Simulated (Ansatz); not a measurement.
# Bands, cutoff and cost in G0W0 for WSe2 (P6_3/mmc)

Wanted: a G0W0 gap for WSe2 (P6_3/mmc) that is converged in bands and cutoff, or an estimate of the limit.

Calculated with Ansatz 0.2.0; G0W0 on PBE, plane waves, PAW.

The database entry behind the starting cell differs from later determinations by our own check (a about 0.2 % long), so it need not match the best structure at ambient conditions.

## Step 1: Set-up

Symmetry: P6_3/mmc, No. 194, hexagonal system. The conventional cell has a = 3.290 Å, b = 3.290 Å, c = 12.970 Å, α = 90.00°, β = 90.00°, γ = 120.00°. Nearest to W lie 6 Se at 2.53 Å. Se has 3 W at 2.53 Å nearest. Farther neighbours and most contacts between anions are not listed.

The cell and positions come from the Crystallography Open Database and are kept as given unless a step says otherwise. Spin-orbit coupling is left out unless a step names it.

## Step 2: 318 empty bands, screening to 110 eV

G0W0 replaces the xc potential by the self-energy, built once from these orbitals. Only a window of levels is corrected, while the sums run over the empty bands that the input names. This step takes hard PAW files.

The input, input.yaml:

```yaml
crystal:
  lattice:
    - [3.29, 0.0, 0.0]
    - [-1.645, 2.8492235785, 0.0]
    - [0.0, 0.0, 12.97]
  atoms:
    - { symbol: W, position: [0.3333333333, 0.6666666667, 0.25] }
    - { symbol: W, position: [0.6666666667, 0.3333333333, 0.75] }
    - { symbol: Se, position: [0.3333333333, 0.6666666667, 0.621] }
    - { symbol: Se, position: [0.6666666667, 0.3333333333, 0.121] }
    - { symbol: Se, position: [0.3333333333, 0.6666666667, 0.879] }
    - { symbol: Se, position: [0.6666666667, 0.3333333333, 0.379] }
kpoints:
  mp_grid: { grid: [6, 6, 2] }
hamiltonian:
  xc: pbe
  pseudopotentials: { kind: paw, source: ansatz }
scf:
  occupations: { method: fixed }
gw:
  n_empty_bands: 318
  ecut_chi: 110.0
  qp_bands: [v2, c2]
  qp_kpoints: band_edges
  screening: { model: contour_deformation }
```

Launch:

```bash
> ansatz run input.yaml --threads 4 --pin off --max-ram 138240MiB --backend cuda --events-out ev --progress --plain --runs-dir out --devices 1 --max-vram 26GiB  # rebuilt from the run's record
```

Numbers of over 12 decimals in the logs are rounded to 6 here.

The program printed:

```text
GPUs: using 1 of 1 available (devices: 1).
Engine: ansatz 0.2.0, x86_64-unknown-linux-gnu
Pseudopotentials: kind: paw
Pseudopotential: W, paw, valence charge 28, recommended cutoff 760 eV (normal), W.paw.azcp
Pseudopotential: Se, paw, valence charge 16, recommended cutoff 580 eV (normal), Se.paw.azcp
Functional definition: PBE
  parameter kappa = 0.804
  parameter beta = 0.066725
  exchange = pbe_x(kappa = kappa, mu = beta*pi^2/3)
  correlation = pbe_c(beta = beta)
device memory: the entry about to start is reckoned to put 5.8 GiB on a device that reports 78.5 GiB free (of which the cap on the GPU budget leaves the run 26.0 GiB)
GPU FFT provider: cuFFT
GPU libraries: cuBLAS 13.8.2, cuFFT 12.4.0, cuSOLVER 12.3.4
Crystal: 6 atoms, lattice volume = 121.580 Å³
Basis set: ecut = 760 eV, 5861 PW (Γ)
Bands: 72, of which v1, the nominal top of the filled ones, is band 60 counted from 1 (59 counted from 0)
Symmetry: 24 space group operations
Space group: P63/mmc (ITA 194), of the structure as read, at distance tolerance 5.0e-5 Å
k-points: 14 of 72
Non-local potential: W, projectors of the file, l = 0: 3, l = 1: 3, l = 2: 2, l = 3: 3
Non-local potential: Se, projectors of the file, l = 0: 2, l = 1: 2, l = 2: 3, l = 3: 1
PAW form: soft (Blöchl's): semilocal exchange-correlation on the pseudo side does not see the compensation charge
PAW one-centre angular grid: W, 590 points (default); XC on 64 Gauss nodes
PAW one-centre angular grid: Se, 590 points (default); XC on 64 Gauss nodes
Initial density: superposition of atomic densities (chi_scale 0.1, normalization cell, long waves kept (reshape's long-wave potential 0.05 eV rms))
Initial wavefunctions: pseudopotential atomic-orbital guess
GPU buffer pool allocated for 108000 grid points (all kernels)
GPU transforms: local potential and band sums: pruned to the plane-wave sphere, on 30×30×120
Functional: x = pbe(κ = 0.804, μ = 0.219515), c = pbe(β = 0.066725)
SCF iter   1: F=—  HF=-57643.637801 eV  |F-HF|=—  |Δ(HF+E_count)|=         —  Δρ=4.27e-2  dr2=9.13e0  ethr=3.10e-3  ⟨swp⟩=5.0  Hψ=3309  notcnv=0  defer=120
preconditioner: auto → Resta (q_TF=auto, 2.722 Å⁻¹)  ε∞=5.4  [insulator: Δε(μ)=0.730 eV  Ē_g=9.645 eV  n_scr=52 (ndim 8)  ℏωp=20.2 eV  f_vac=0.056  ε∞_Penn≈5.4]
SCF iter   2: F=—  HF=-57642.412699 eV  |F-HF|=—  |Δ(HF+E_count)|=    1.23e0  Δρ=2.42e-2  dr2=8.25e-1  ethr=3.10e-3  ⟨swp⟩=2.7  Hψ=1426  notcnv=0  defer=106
SCF iter   3: F=—  HF=-57642.228389 eV  |F-HF|=—  |Δ(HF+E_count)|=   1.84e-1  Δρ=1.28e-2  dr2=3.22e-1  ethr=6.87e-4  ⟨swp⟩=3.4  Hψ=1495  notcnv=0  defer=134
SCF iter   4: F=—  HF=-57642.163974 eV  |F-HF|=—  |Δ(HF+E_count)|=   6.44e-2  Δρ=3.51e-3  dr2=1.59e-2  ethr=2.68e-4  ⟨swp⟩=2.4  Hψ=1186  notcnv=0  defer=136
SCF iter   5: F=—  HF=-57642.160633 eV  |F-HF|=—  |Δ(HF+E_count)|=   3.34e-3  Δρ=1.45e-3  dr2=3.28e-3  ethr=1.32e-5  ⟨swp⟩=2.9  Hψ=1902  notcnv=0  defer=138
SCF iter   6: F=—  HF=-57642.162243 eV  |F-HF|=—  |Δ(HF+E_count)|=   1.61e-3  Δρ=5.52e-4  dr2=3.12e-4  ethr=2.73e-6  ⟨swp⟩=2.5  Hψ=1560  notcnv=0  defer=138
SCF iter   7: F=—  HF=-57642.162374 eV  |F-HF|=—  |Δ(HF+E_count)|=   1.31e-4  Δρ=2.22e-4  dr2=5.79e-5  ethr=2.60e-7  ⟨swp⟩=2.0  Hψ=1769  notcnv=0  defer=124
SCF iter   8: F=—  HF=-57642.162467 eV  |F-HF|=—  |Δ(HF+E_count)|=   9.30e-5  Δρ=5.98e-5  dr2=4.01e-6  ethr=4.82e-8  ⟨swp⟩=3.1  Hψ=2181  notcnv=0  defer=104
SCF iter   9: F=—  HF=-57642.162479 eV  |F-HF|=—  |Δ(HF+E_count)|=   1.18e-5  Δρ=1.26e-5  dr2=1.97e-7  ethr=3.34e-9  ⟨swp⟩=2.4  Hψ=1236  notcnv=0  defer=105
SCF iter  10: F=-57642.162479 eV  HF=-57642.162479 eV  |F-HF|=5.25e-9  |Δ(HF+E_count)|=   4.31e-7  Δρ=2.25e-6  dr2=4.48e-9  ethr=8.33e-11  ⟨swp⟩=11.1  Hψ=3745  notcnv=0
SCF 1 converged in 10 iterations: F = -57642.162479 eV  dr2 = 4.48e-9
  greatest PAW one-centre occupation: 0.998 electrons in one spin orbital (limit 2), on the W atom at site 1 (counted from 0), in its partial waves of l = 3
device memory: the entry about to start is reckoned to put 7.2 GiB (of the 7.3 GiB reckoned in all, the device holds 0.1 GiB already) on a device that reports 76.9 GiB free (of which the cap on the GPU budget leaves the run 25.9 GiB)
NSCF: frozen V_eff on 14 k-points
the band table was solved once the SCF had ended and its energy, with any forces and stress, was formed, with the checks that follow a solve (3857 applications of the Hamiltonian). They found nothing against the state; the energy, forces and stress were not computed again (output.eigenvalues in the input reference)
device memory: the entry about to start is reckoned to put 6.9 GiB on a device that reports 77.0 GiB free (of which the cap on the GPU budget leaves the run 26.0 GiB)
NSCF: frozen V_eff on 14 k-points
G₀W₀ screening: q 1/14
[... further progress lines ...]
SCF converged after 10 iterations
Free energy (F): -57642.162479 eV
Harris-Foulkes:  -57642.162479 eV  (|F-HF|=5.25e-9)
Internal energy: -57642.162479 eV  (E = F + TS)
E sigma→0 (E₀):  -57642.162479 eV
Fermi energy:    14.919853 eV
--- Per-component energies (eV) ---
  E_band       = -1883.480146
  E_kinetic    = 2249.312017
  E_local      = -34402.835856  (includes V_loc(G=0)·N_el)
  E_nonlocal   = 759.906331
  E_hartree    = 12673.973980
  E_xc         = -1191.063559
  E_vxc        = -1077.490319  (∫ρ·V_xc dr)
  E_paw        = -21363.438097  (= ΣΔE_a)
  E_vpaw       = 5239.671519  (= ΣTr[D̂ρ^β])
  E_aug_tail   = -0.000311  (compensation charges beyond the density's cutoff)
  E_ewald      = -16368.016984
  E_smearing   = -0.000000  (= −TS)
  E_closure    = -0.000000  (closes the sum)
  Σ components = -57642.162479   (vs F -57642.162479, Δ=0.00e0)
--- Band table (eV; the first three rows and the last of 14) ---
  k-point 0: bands = [... 56 lower, 13.4219, 13.8160, 13.8535, 14.9199, 17.5607, 17.5607, 17.6112, 17.6112, ... 8 higher]
  k-point 1: bands = [... 56 lower, 13.3943, 13.3943, 14.7035, 14.7035, 17.5663, 17.5663, 17.5663, 17.5663, ... 8 higher]
  k-point 2: bands = [... 56 lower, 13.0758, 13.8350, 13.8674, 14.2514, 16.5751, 17.1079, 17.1806, 17.2513, ... 8 higher]
  k-point 13: bands = [... 56 lower, 12.1853, 12.1853, 14.5838, 14.5838, 16.2499, 16.2499, 17.3529, 17.3529, ... 8 higher]
--- G₀W₀: contour deformation, 7 samples at zero and on the imaginary axis and 1 off it, 72 q-points, 318 empty bands' worth ---
  eigenvalues of the whole cell's RPA ε∞ on this k-mesh (on a slab, of 1 + 4πα/V) = 7.1244, 15.3745, 15.3745; static W/v taken at q = 0 is 0.068438
  gw.qp_kpoints: band_edges: 10 of 14 stored k-points solved, in 1 pass; an edge of the gap read off the rows below is read off those points alone
    valence top: of the k-points left out ik 7 came nearest to being solved in a further pass, in band 59 (counted from 1, as in the quasiparticle table): it holds the edge there only if its correction is more favourable than any solved in that band by at least 1.279 eV; those differ by 0.294 eV
    conduction bottom: of the k-points left out ik 4 came nearest to being solved in a further pass, in band 61 (counted from 1, as in the quasiparticle table): it holds the edge there only if its correction is more favourable than any solved in that band by at least 0.577 eV; those differ by 0.120 eV
    ik  band        ε_KS         Σx   Σc(E_QP)       V_xc       Z   E_QP_lin       E_QP  E_QP is
     0    59     13.8535   -18.1827     1.7597   -15.9694  0.7689    13.3964    13.3999  root
     0    60     14.9199   -19.3932     0.5158   -18.7634  0.7539    14.8057    14.8058  root
     0    61     17.5607   -13.9012    -4.0536   -18.2348  0.7563    17.8422    17.8407  root
     0    62     17.5607   -13.9012    -4.0536   -18.2348  0.7563    17.8422    17.8407  root
     1    59     14.7035   -19.0979     0.7520   -18.1736  0.7558    14.5309    14.5313  root
     1    60     14.7035   -19.0979     0.7520   -18.1736  0.7558    14.5309    14.5313  root
     1    61     17.5663   -13.8598    -4.0399   -18.1698  0.7552    17.8378    17.8363  root
     1    62     17.5663   -13.8598    -4.0399   -18.1698  0.7552    17.8378    17.8363  root
     2    59     13.8674   -18.2455     1.7434   -16.0683  0.7684    13.4305    13.4336  root
     2    60     14.2514   -19.1008     0.8825   -18.0656  0.7505    14.0984    14.0987  root
     2    61     16.5751   -13.3725    -3.8209   -17.3905  0.7601    16.7729    16.7722  root
     2    62     17.1079   -14.0361    -4.1514   -18.5074  0.7631    17.4297    17.4278  root
     3    59     14.2057   -19.0555     0.9918   -17.8830  0.7517    14.0246    14.0250  root
     3    60     14.2057   -19.0555     0.9918   -17.8830  0.7517    14.0246    14.0250  root
     3    61     16.8555   -13.7699    -3.9282   -17.9284  0.7570    17.0868    17.0859  root
     3    62     16.8555   -13.7699    -3.9282   -17.9284  0.7570    17.0868    17.0859  root
     8    59     13.7803   -19.3622     1.2066   -17.9847  0.7425    13.6088    13.6093  root
     8    60     13.8205   -19.4395     1.2055   -18.0521  0.7452    13.6381    13.6387  root
     8    61     15.8968   -13.0802    -3.5571   -16.7993  0.7652    16.0591    16.0588  root
     8    62     16.7831   -14.1711    -4.0148   -18.4321  0.7496    17.0306    17.0294  root
     9    59     13.8063   -19.4149     1.2037   -18.0346  0.7441    13.6291    13.6297  root
     9    60     13.8063   -19.4149     1.2037   -18.0346  0.7441    13.6291    13.6297  root
     9    61     16.2891   -13.6477    -3.7422   -17.6002  0.7611    16.5000    16.4993  root
     9    62     16.2891   -13.6477    -3.7422   -17.6002  0.7611    16.5000    16.4993  root
[...]
12    59     14.4781   -18.1714     0.5663   -17.4298  0.7529    14.3025    14.3029  root
    12    60     14.7241   -18.7999     0.4394   -18.2208  0.7530    14.5843    14.5846  root
    12    61     16.2498   -15.5798    -3.8330   -19.6945  0.7471    16.5328    16.5315  root
    12    62     16.2498   -15.5798    -3.8330   -19.6945  0.7471    16.5328    16.5315  root
    13    59     14.5838   -18.3914     0.4982   -17.7336  0.7533    14.4239    14.4242  root
    13    60     14.5838   -18.3914     0.4982   -17.7336  0.7533    14.4239    14.4242  root
    13    61     16.2499   -15.5769    -3.8329   -19.6915  0.7471    16.5328    16.5315  root
    13    62     16.2499   -15.5769    -3.8329   -19.6915  0.7471    16.5328    16.5315  root
```

It took 36 s on 1 × NVIDIA H100 80GB HBM3 (shared by 3 runs) with 4 threads of AMD EPYC 7R13 (Zen 3), shared host; peak memory 2 GiB.

Reading the cycles: dr2 is the Hartree energy of the density residual (eV), the measure of convergence; HF is the Harris–Foulkes estimate of the energy, which meets the free energy F at convergence.

Numbers from this step:

```
bands summed                                 : 378
RPA ε∞ on this mesh (eigenvalues)            : 7.124, 15.37, 15.37
plane waves in the screening matrix          : 317
q-points in the mesh                         : 72
G0W0 gap on the mesh                         : 1.253 eV
k of the valence top                         : 0, 0, 0
k of the conduction bottom                   : 0.1667, 0.1667, 0
starting gap on the mesh                     : 0.9770 eV
Z at the valence top                         : 0.7539
Z at the conduction bottom                   : 0.7652
least direct G0W0 gap on the computed points : 1.947 eV
```

The gap on the mesh goes from 0.98 eV to 1.25 eV, a correction of +0.28 eV. Between the two edge states, bare exchange in place of the xc potential would open the gap by 4.35 eV, and correlation takes back 4.07 eV.

## Step 3: 723 empty bands, screening to 190 eV

Another rung: the empty bands reach about as high as the screening cutoff, so the two stay in balance.

Changes to input.yaml since step 2:

```diff
@@ -20,4 +20,4 @@
 gw:
-  n_empty_bands: 318
-  ecut_chi: 110.0
+  n_empty_bands: 723
+  ecut_chi: 190.0
   qp_bands: [v2, c2]
```

The program printed:

```text
GPUs: using 1 of 1 available (devices: 1).
[...]
GPU FFT provider: cuFFT
GPU libraries: cuBLAS 13.8.2, cuFFT 12.4.0, cuSOLVER 12.3.4
Crystal: 6 atoms, lattice volume = 121.580 Å³
Basis set: ecut = 760 eV, 5861 PW (Γ)
Bands: 72, of which v1, the nominal top of the filled ones, is band 60 counted from 1 (59 counted from 0)
Symmetry: 24 space group operations
[...]
k-points: 14 of 72
[...]
GPU buffer pool allocated for 108000 grid points (all kernels)
[...]
SCF iter   1: F=—  HF=-57643.637801 eV  |F-HF|=—  |Δ(HF+E_count)|=         —  Δρ=4.27e-2  dr2=9.13e0  ethr=3.10e-3  ⟨swp⟩=5.0  Hψ=3309  notcnv=0  defer=120
[...]
SCF iter  10: F=-57642.162479 eV  HF=-57642.162479 eV  |F-HF|=5.25e-9  |Δ(HF+E_count)|=   4.31e-7  Δρ=2.25e-6  dr2=4.48e-9  ethr=8.33e-11  ⟨swp⟩=11.1  Hψ=3745  notcnv=0
SCF 1 converged in 10 iterations: F = -57642.162479 eV  dr2 = 4.48e-9
[...]
NSCF: frozen V_eff on 14 k-points
[...]
G₀W₀ screening: q 1/14
[... further progress lines ...]
SCF converged after 10 iterations
Free energy (F): -57642.162479 eV
[...]
Internal energy: -57642.162479 eV  (E = F + TS)
E sigma→0 (E₀):  -57642.162479 eV
Fermi energy:    14.919853 eV
[...]
--- Band table (eV; the first three rows and the last of 14) ---
  k-point 0: bands = [... 56 lower, 13.4219, 13.8160, 13.8535, 14.9199, 17.5607, 17.5607, 17.6112, 17.6112, ... 8 higher]
  k-point 1: bands = [... 56 lower, 13.3943, 13.3943, 14.7035, 14.7035, 17.5663, 17.5663, 17.5663, 17.5663, ... 8 higher]
  k-point 2: bands = [... 56 lower, 13.0758, 13.8350, 13.8674, 14.2514, 16.5751, 17.1079, 17.1806, 17.2513, ... 8 higher]
  k-point 13: bands = [... 56 lower, 12.1853, 12.1853, 14.5838, 14.5838, 16.2499, 16.2499, 17.3529, 17.3529, ... 8 higher]
[...]
bands read: the sum over 783 bands ends inside a degenerate multiplet in 9 slots, whose members it reads at an even weight; the widest, k=1: bands 783 to 786 (counted from 1) at 1/4 each
[...]
0    59     13.8535   -18.1827     1.5306   -15.9694  0.7687    13.1624    13.1709  root
     0    60     14.9199   -19.3932     0.2626   -18.7634  0.7513    14.5511    14.5526  root
     0    61     17.5607   -13.9012    -4.3017   -18.2348  0.7555    17.5926    17.5926  root
     0    62     17.5607   -13.9012    -4.3017   -18.2348  0.7555    17.5926    17.5926  root
     1    59     14.7035   -19.0979     0.5078   -18.1736  0.7535    14.2849    14.2871  root
     1    60     14.7035   -19.0979     0.5078   -18.1736  0.7535    14.2849    14.2871  root
     1    61     17.5663   -13.8598    -4.2879   -18.1698  0.7545    17.5884    17.5884  root
     1    62     17.5663   -13.8598    -4.2879   -18.1698  0.7545    17.5884    17.5884  root
[...]
13    59     14.5838   -18.3914     0.2723   -17.7336  0.7513    14.1965    14.1983  root
    13    60     14.5838   -18.3914     0.2723   -17.7336  0.7513    14.1965    14.1983  root
    13    61     16.2499   -15.5769    -4.0812   -19.6915  0.7436    16.2832    16.2832  root
    13    62     16.2499   -15.5769    -4.0812   -19.6915  0.7436    16.2832    16.2832  root
```

Run time: 86 s. Hardware: 1 × NVIDIA H100 80GB HBM3 (shared by 3 runs) with 4 threads; peak memory 3.6 GiB; 2.3 min of CPU time.

Numbers from this step:

* bands summed: 783
* RPA ε∞ on this mesh (eigenvalues): 7.117, 15.26, 15.26
* plane waves in the screening matrix: 749
* q-points in the mesh: 72
* G0W0 gap on the mesh: 1.294 eV
* k of the valence top: 0, 0, 0
* k of the conduction bottom: 0.1667, 0.1667, 0
* starting gap on the mesh: 0.9770 eV
* Z at the valence top: 0.7513
* Z at the conduction bottom: 0.7634
* least direct G0W0 gap on the computed points: 1.936 eV

Against the run with 6×6×2 mesh, 318 empty bands, screening to 110 eV, hard PAW files, the gap moves by +0.04 eV.

## Step 4: 1224 empty bands, screening to 270 eV

Changes to input.yaml since step 3:

```diff
@@ -20,4 +20,4 @@
 gw:
-  n_empty_bands: 723
-  ecut_chi: 190.0
+  n_empty_bands: 1224
+  ecut_chi: 270.0
   qp_bands: [v2, c2]
```

The program printed:

```text
GPUs: using 1 of 1 available (devices: 1).
[...]
GPU FFT provider: cuFFT
GPU libraries: cuBLAS 13.8.2, cuFFT 12.4.0, cuSOLVER 12.3.4
Crystal: 6 atoms, lattice volume = 121.580 Å³
Basis set: ecut = 760 eV, 5861 PW (Γ)
Bands: 72, of which v1, the nominal top of the filled ones, is band 60 counted from 1 (59 counted from 0)
Symmetry: 24 space group operations
[...]
k-points: 14 of 72
[...]
1    62     17.5663   -13.8598    -4.3934   -18.1698  0.7544    17.4830    17.4829  root
[...]
13    59     14.5838   -18.3914     0.1735   -17.7336  0.7506    14.0965    14.0995  root
    13    60     14.5838   -18.3914     0.1735   -17.7336  0.7506    14.0965    14.0995  root
    13    61     16.2499   -15.5769    -4.1959   -19.6915  0.7424    16.1686    16.1685  root
    13    62     16.2499   -15.5769    -4.1959   -19.6915  0.7424    16.1686    16.1685  root
[key lines of the parts left out:]
SCF converged after 10 iterations
Free energy (F): -57642.162479 eV
Fermi energy:    14.919853 eV
```

Elapsed: 4.1 min, on 1 × NVIDIA H100 80GB HBM3 (shared by 3 runs) with 4 threads; peak memory 6.7 GiB; 7.5 min of CPU time.

This step gave:

| Property | Result |
| --- | --- |
| bands summed | 1284 |
| RPA ε∞ on this mesh (eigenvalues) | 7.115, 15.22, 15.22 |
| plane waves in the screening matrix | 1241 |
| G0W0 gap on the mesh | 1.311 eV |
| k of the valence top | 0, 0, 0 |
| k of the conduction bottom | 0.1667, 0.1667, 0 |
| starting gap on the mesh | 0.9770 eV |
| least direct G0W0 gap on the computed points | 1.925 eV |

Against the run with 6×6×2 mesh, 723 empty bands, screening to 190 eV, hard PAW files, the gap moves by +0.017 eV.

(Part 1 of 2 ends here.)

[Paths, hosts, dates, memory and timing lines, banners, echoed tables and standing remarks are left out of the program output.]

[Logs are printed without paths, hosts, clocks, repeated set-up lines and the standing remarks that a program may print on its own settings, such as how far it seeks lower states.]

[Runs of the session that timed out or met a known fault of the program may be left out.]

[Cells called generated may have been cut or substituted from an entry of the Crystallography Open Database or the Materials Project.]

[Hosts, paths, dates, database ids (printed as entryN), source tags and the programs' standing remarks are cut or masked in the printed files.]
